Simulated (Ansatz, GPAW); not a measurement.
# A 5-layer slab of Nb(111): simulated STM images, part 2 of 2

Aim: Tersoff-Hamann images of a 5-layer slab of Nb(111) at several biases.

GPAW 26.7.0 and Ansatz 0.2.0; GPAW, PAW setups; slab in vacuum (the session's first sound run).

So far, dipole along the normal (e·Å): step 2 (relaxation) -0.0178; step 3 (bands at fixed density, height 4 Å, STM [-0.5, 0.5] V) -0.0176.

## 4. A second plane-wave code

A second program with its own datasets checks the number independently.

This step: Ansatz plane waves; slab in vacuum with a dipole correction (Ansatz 0.2.0).

File input.yaml:

```yaml
crystal:
  lattice:
    - [4.6669047558, 0.0, 0.0]
    - [2.3334523779, 4.0416580756, 0.0]
    - [0.0, 0.0, 17.8105117767]
  atoms:
    - { symbol: Nb, position: [0.6666654889, 0.6666669841, 0.3930263256] }
    - { symbol: Nb, position: [0.0, 0.0, 0.4465132782] }
    - { symbol: Nb, position: [0.3333327444, 0.333333492, 0.4911398715] }
    - { symbol: Nb, position: [0.6666654889, 0.6666669841, 0.5371255005] }
    - { symbol: Nb, position: [0.0, 0.0, 0.5855818345] }
kpoints:
  mp_grid: { grid: [8, 8, 1] }
hamiltonian:
  xc: pbe
scf:
  occupations: { method: fermi_dirac, width: 0.1 }
efield:
  axis: 3
  dipole_correction: true
  ramp_width: 0.05
output:
  forces: true
  band_densities: [{ e_range: [-0.5, 0] }, { e_range: [0, 0.5] }]
  write_potential: true
  write_density: true
  volumetric_format: npy
```

Launch:

```console
> ansatz run input.yaml --threads 4 --pin off --max-ram 8192MiB --backend cpu --events-out ev --progress --plain --runs-dir out
```

Wall time 5.1 s (4 threads of Intel Xeon Platinum 8488C (Sapphire Rapids), shared host); peak memory 0.66 GiB; 15 s of CPU time.

This step gave:

```
free energy                     : -22755.8372 eV
smearing term TS                : 0.1675 eV
symmetry operations             : 6
upper work function             : 3.724 eV
lower work function             : 3.554 eV
dipole along the normal         : -0.01774 e·Å
dipole field                    : -0.009557 V/Å
vacuum level above              : 5.970 eV
vacuum level below              : 5.800 eV
corrugation e range -0.5 0 4    : 0.2208 Å
decay e range -0.5 0            : 1.014 Å⁻¹
apparent barrier e range -0.5 0 : 3.920 eV, hbar² kappa² / 2m (holds the in-plane momentum too)
corrugation e range 0 0.5 4     : 0.1183 Å
decay e range 0 0.5             : 0.9623 Å⁻¹
apparent barrier e range 0 0.5  : 3.528 eV, hbar² kappa² / 2m (holds the in-plane momentum too)
```

The electrostatic potential energy of an electron (with the applied field's), less the Fermi level, planar mean by z:

| z (Å) | electrostatic potential energy of an electron (with the applied field's), less the Fermi level, planar mean (eV) |
| --- | --- |
| 0 | 3.60 |
| 1 | 3.55 |
| 2 | 3.55 |
| 3 | 3.55 |
| 4 | 3.52 |
| 5 | 3.27 |
| 6 | 1.04 |
| 7 | -9.08 |
| 8 | -12.2 |
| 9 | -13.2 |
| 10 | -12.3 |
| 11 | -3.25 |
| 12 | 2.98 |
| 13 | 3.64 |
| 14 | 3.71 |
| 15 | 3.72 |
| 16 | 3.72 |
| 17 | 3.72 |

Table of valence density, planar mean by z:

z (Å), valence density, planar mean (e/Å³) and a bar:
```
        2      0.000 
        3      0.000 
        4      0.001 
        5      0.007 
        6      0.076 ###
        7      0.630 ######################
        8      0.795 ############################
        9      0.846 ##############################
       10      0.774 ###########################
       11      0.294 ##########
       12      0.019 #
       13      0.002 
       14      0.000 
       15      0.000
```

E_range_-0.5_0. Table of planar mean of the window's density by height over the top atom:

| height over the top atom (Å) | planar mean of the window's density (e/Å³) |
| --- | --- |
| 1.50 | 0.00479 |
| 1.70 | 0.00344 |
| 1.90 | 0.00243 |
| 2.10 | 0.00170 |
| 2.30 | 0.00117 |
| 2.50 | 8.1e-4 |
| 2.70 | 5.5e-4 |
| 2.90 | 3.8e-4 |
| 3.10 | 2.6e-4 |
| 3.30 | 1.7e-4 |
| 3.50 | 1.2e-4 |
| 3.70 | 7.8e-5 |
| 3.90 | 5.2e-5 |
| 4.10 | 3.5e-5 |
| 4.30 | 2.3e-5 |
| 4.50 | 1.5e-5 |
| 4.70 | 1.0e-5 |
| 4.90 | 6.6e-6 |
| 5.10 | 4.4e-6 |
| 5.30 | 2.9e-6 |
| 5.50 | 1.9e-6 |
| 5.70 | 1.3e-6 |
| 5.90 | 8.6e-7 |
| 6.10 | 5.9e-7 |

Density over a1 and a2. Constant height 4 Å over the top atom, window e_range_-0.5_0.

Ten even steps from '0' (3.46 × 1e-5 e/Å³) to '9' (5.44 × 1e-5 e/Å³), each cell a mean:
```
99998876654433222222233456678899
99998877655443322222233445667889
88888877665443332222233344566778
77787777665544333222223334455667
66666666655444333222222333444556
55555555554443333222222233334445
44444444444433333222222222333334
33333333333333322222222222222333
22222222222222222222222222222222
22211111111122222222222222222222
21111111111111112222223333222222
21111000000001111222233333333222
22111000000000011122233333333332
32211100000000001122333444444433
33221110000000001122334445555544
44332211000000001122334455666655
65443221100000001122334556667766
76654332211000001122334566777777
87765543221110011122334566788888
98876654332211111122334567788999
99987765443222111122334566788999
99998776544322221222334456788999
```
Columns: a1 from 0 to 0.969; rows upwards: a2 from 0 to 0.969.

Tip height over the top atom over a1 and a2. Constant current at the density 4.235e-05 e/Å^3, window e_range_-0.5_0.

Values in Å, 12 rows by 16 columns, each cell a mean:
```
4.11 4.11 4.09 4.07 4.04 4.02 3.99 3.97 3.96 3.97 3.98 4.00 4.03 4.06 4.08 4.10
4.09 4.09 4.09 4.07 4.05 4.03 4.00 3.99 3.97 3.97 3.98 3.99 4.01 4.03 4.06 4.08
4.05 4.06 4.06 4.05 4.04 4.03 4.01 3.99 3.98 3.97 3.97 3.98 3.99 4.01 4.02 4.04
4.01 4.02 4.02 4.02 4.01 4.01 4.00 3.99 3.98 3.97 3.97 3.97 3.98 3.98 3.99 4.00
3.97 3.98 3.98 3.98 3.98 3.97 3.97 3.97 3.97 3.97 3.97 3.97 3.97 3.97 3.97 3.97
3.95 3.95 3.94 3.94 3.94 3.94 3.95 3.95 3.96 3.97 3.97 3.98 3.98 3.97 3.97 3.96
3.96 3.94 3.92 3.91 3.91 3.91 3.92 3.93 3.95 3.96 3.98 3.99 3.99 3.99 3.98 3.97
3.98 3.96 3.93 3.91 3.90 3.89 3.90 3.92 3.94 3.96 3.99 4.00 4.02 4.02 4.01 4.00
4.02 3.99 3.96 3.93 3.91 3.90 3.90 3.91 3.93 3.96 3.99 4.02 4.04 4.05 4.05 4.04
4.06 4.04 4.01 3.98 3.94 3.92 3.91 3.92 3.93 3.96 3.99 4.02 4.05 4.07 4.08 4.07
4.09 4.07 4.05 4.02 3.98 3.95 3.94 3.93 3.94 3.96 3.99 4.02 4.06 4.08 4.10 4.10
4.11 4.10 4.08 4.05 4.02 3.99 3.96 3.95 3.95 3.96 3.99 4.02 4.05 4.08 4.10 4.11
```
Columns: a1 from 0 to 0.969; rows upwards: a2 from 0 to 0.969.

E_range_0_0.5. Table of planar mean of the window's density by height over the top atom:

| height over the top atom (Å) | planar mean of the window's density (e/Å³) |
| --- | --- |
| 1.50 | 0.00330 |
| 1.70 | 0.00238 |
| 1.90 | 0.00169 |
| 2.10 | 0.00120 |
| 2.30 | 8.4e-4 |
| 2.50 | 5.9e-4 |
| 2.70 | 4.1e-4 |
| 2.90 | 2.8e-4 |
| 3.10 | 2.0e-4 |
| 3.30 | 1.3e-4 |
| 3.50 | 9.2e-5 |
| 3.70 | 6.3e-5 |
| 3.90 | 4.3e-5 |
| 4.10 | 2.9e-5 |
| 4.30 | 2.0e-5 |
| 4.50 | 1.3e-5 |
| 4.70 | 9.1e-6 |
| 4.90 | 6.1e-6 |
| 5.10 | 4.1e-6 |
| 5.30 | 2.8e-6 |
| 5.50 | 1.9e-6 |
| 5.70 | 1.3e-6 |
| 5.90 | 8.7e-7 |
| 6.10 | 6.1e-7 |

Density over a1 and a2. Constant height 4 Å over the top atom, window e_range_0_0.5.

Ten even steps from '_' (3.11 × 1e-5 e/Å³) to '@' (3.89 × 1e-5 e/Å³), each cell a mean:
```
@@@@@@@@@@%%%%%%####****++++++++++++++++++++****######%%%%@@@@@@
@@@@@@@@@@@@%%%%%%######************************######%%%%%%@@@@
%%%%@@@@%%%%%%%%%%##############**********##############%%%%%%%%
%%%%%%%%%%%%%%%%############################################%%%%
################################################################
************************############%%%%%%%%%%%%############****
++++++++++++++++++++++******########%%%%%%%%%%%%%%########******
++====================++++++****######%%%%%%%%%%%%######******++
======----------------======++++****######%%%%%%%%######****++++
====----::::::::::::::::----====++****########%%%%######****++++
==----::::............::::::--====++++****##############****++++
==----::::....________......::::--==++++****############****++++
====--::::....____________....::::--==++++****############****++
++==--::::....______________....::::--==++++****############**++
++====--::....________________....::::--==++++**############****
**++====--::....________________....::--====++****####%%%%######
##**++====--::::....____________....::----==++****####%%%%%%%%##
####**++++==--::::........__........::----==++****####%%%%%%%%%%
%%%%####**++====--::::::..........::::----==++++**##%%%%%%@@@@@@
@@%%%%####**++++==------::::::::::::----====++++**##%%%%@@@@@@@@
@@@@@@%%%%##****++++====--------------======++****##%%%%@@@@@@@@
@@@@@@@@%%%%####****++++==================++++****####%%@@@@@@@@
```
Columns: a1 from 0 to 0.969; rows upwards: a2 from 0 to 0.969.

Tip height over the top atom over a1 and a2. Constant current at the density 3.555e-05 e/Å^3, window e_range_0_0.5.

Ten even steps from '_' (3.93 Å) to '@' (4.04 Å), each cell a mean:
```
@@@@@@@@@@@@%%%%######********++++++++********######%%%%@@@@@@@@
@@@@@@@@@@@@%%%%%%%%########****************########%%%%%%@@@@@@
@@@@@@@@@@@@%%%%%%%%%%##############################%%%%%%%%%%@@
%%%%%%%%%%%%%%%%%%%%%%%%%%########################%%%%%%%%%%%%%%
##########################%%%%%%%%%%%%%%%%%%%%%%%%%%%%##########
##**************##############%%%%%%%%%%%%%%%%%%%%%%%%##########
******++++++++++++********######%%%%%%%%%%%%%%%%%%%%%%######****
++++++============++++++******######%%%%%%%%%%%%%%%%%%######****
++======------------====++++++****####%%%%%%%%%%%%%%%%####****++
++==------::::::::::------====++****######%%%%%%%%%%%%####****++
++==----::::........::::::----==++++**######%%%%%%%%%%####****++
++==--::::......____......::::--====++****######%%%%%%####****++
++==----::....____________....::--====++****######%%%%######**++
++====--::....______________....::--====++****######%%%%######**
**++==----::....______________....::--==++++**######%%%%%%####**
****++==----::....____________....::::--==++****####%%%%%%%%####
##****++==----::....__________....::::--==++++**####%%%%%%%%%%%%
%%####**++====--::::..............::::--==++++**####%%%%%%%%%%%%
%%%%%%##****++==----::::::....::::::----==++++**####%%%%@@@@@@@@
@@@@%%%%####**++++==------::::::------====++++**####%%%%@@@@@@@@
@@@@@@@@%%%%##****++++======------======++++****####%%%%@@@@@@@@
@@@@@@@@@@%%%%####****++++++==========++++++****####%%%%@@@@@@@@
```
Columns: a1 from 0 to 0.969; rows upwards: a2 from 0 to 0.969.

Force by atom:

| atom | x (eV/Å) | y (eV/Å) | z (eV/Å) | size |
| --- | --- | --- | --- | --- |
| Nb1 | 0.000 | 0.000 | 0.895 | 0.895 |
| Nb2 | 0.000 | 0.000 | -0.983 | 0.983 |
| Nb3 | 0.000 | 0.000 | -0.046 | 0.046 |
| Nb4 | 0.000 | 0.000 | 0.051 | 0.051 |
| Nb5 | 0.000 | 0.000 | 0.084 | 0.084 |

The upper face's work function is 3.724 eV, against 3.719 eV in the first plane-wave PBE run at this geometry.

## 5. Side by side

Results and costs are gathered.

This step: comparison of work functions, dipole and cost (GPAW 26.7.0).

Ladder, by row:

| step | code | work function, upper (eV) | work function, lower (eV) | dipole (e Å) | wall time (s) | peak memory (GiB) | threads |
| --- | --- | --- | --- | --- | --- | --- | --- |
| pw | GPAW | 3.719 | 3.55 | -0.01758 | 192.1 | 0.51 | 1 |
| ansatz | Ansatz | 3.724 | 3.554 | -0.01774 | 5.1 | 0.663 | 4 |

## 6. What came out

- work function, upper and lower face: 3.719 and 3.550 eV
- dipole along the normal: -0.0176 e Å
- corrugation at -0.5 V: 0.221 Å
- corrugation at 0.5 V: 0.127 Å

In words: The corrugation at constant current is largest at -0.5 V, where the tip height varies by 0.22 Å over the cell. Negative sample bias images filled states, positive bias empty ones. The two faces differ by 0.17 eV, the step that the slab's dipole makes (e p/(ε0 A) gives 0.17 eV), so the dipole layer is needed. The lowest atoms were held at bulk positions, which alone makes the faces unlike. The measured value for this face is 4.08 eV (as compiled in "Anisotropic work function of elemental crystals", 2019, arxiv:1902.07811); the relaxed upper face lies 0.36 eV under it with PBE. Measured work functions scatter by a tenth of an eV or more between methods. The two plane-wave codes differ by 0.0056 eV on the upper face. The images are of Tersoff-Hamann type: an s-wave tip, no tip-sample forces, heights closer than in a microscope. Ansatz gives corrugations of 0.22 Å at -0.5 V (GPAW 0.22) and 0.12 Å at 0.5 V (GPAW 0.13). GPAW's time includes a further run over the whole zone for the images, so the two times are not like for like. The slab is only 3.4 Å thick between its outer nuclei, so the values belong to this film more than to the surface of the bulk metal. The in-plane lattice was kept as typed, which isn't the functional's own and leaves some strain; spin-orbit coupling and temperature are left out.

[Logs are printed without paths, hosts, clocks, repeated set-up lines and the standing remarks that a program may print on its own settings, such as how far it seeks lower states.]

[Hosts, paths, dates, database ids (printed as entryN), source tags and the programs' standing remarks are cut or masked in the printed files.]
